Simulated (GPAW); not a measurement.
# Surface energy and work function of Ta(110) from slabs of 3 to 12 layers (LDA)

How do energy and work function of Ta(110) films settle with thickness, and what surface energy follows?

Set-up. GPAW 26.7.0, plane waves at 450 eV with PAW setups; symmetric 1×1 slabs cut at the tabulated lattice constant (two decimals; low-temperature values for the alkali metals), atoms at bulk places, 7.5 Å of vacuum on each side, one in-plane mesh for all thicknesses, Fermi-Dirac smearing of 0.1 eV. Energies are extrapolated to zero smearing and count from the program's reference atoms. Functional LDA. The cell's area is 7.747 Å².

What came out, but for one run:

| layers | energy (eV) | work function (eV) |
| --- | --- | --- |
| 3 | −29.9826 | 5.00 |
| 4 | −40.8982 | 5.03 |
| 5 | −51.7855 | 5.01 |
| 6 | −62.6983 | 5.00 |
| 7 | −73.6081 | 5.00 |
| 8 | −84.5142 | 5.01 |
| 9 | −95.4159 | 5.01 |
| 10 | −106.3189 | 5.01 |
| 11 | −117.2275 | 4.99 |
| 12 | ? | ? |

**Question.** What surface energy do these runs give, and what energy and work function should the 12-layer slab have?

A: A slab of n layers has E(n) = nε + 2Aγ once its middle is bulk-like. A line through n = 6 to 11 has the slope ε = −10.9051 eV a layer and the intercept 2Aγ = 2.7299 eV (r.m.s. residual 2.1 meV). So γ = 2.7299 / (2 × 7.747 Å²) = 0.1762 eV/Å² = 2.82 J/m², with a standard error of under 0.01 J/m² from the scatter about the line. For 12 layers: 2.7299 + 12 × (−10.9051) = −128.132 eV; the run gives −128.131 eV, 1.1 meV over the line. The work function has no such law: from 6 to 11 layers it moves between 4.99 and 5.01 eV (mean 5.00), and the 12-layer slab gives 5.01 eV. The thinnest slab, 3 layers, lies 0.00 eV from that mean. The measured value for this face is 4.74 eV (“Anisotropic work function of elemental crystals” (2019, arxiv:1902.07811)); the unrelaxed 12-layer slab lies 0.27 eV over it.

Caveats: The surfaces are unrelaxed, so γ is an upper bound for this functional and lattice constant. The tabulated lattice constant isn't the functional's own, which strains the slab a little. Spin-orbit coupling is left out.
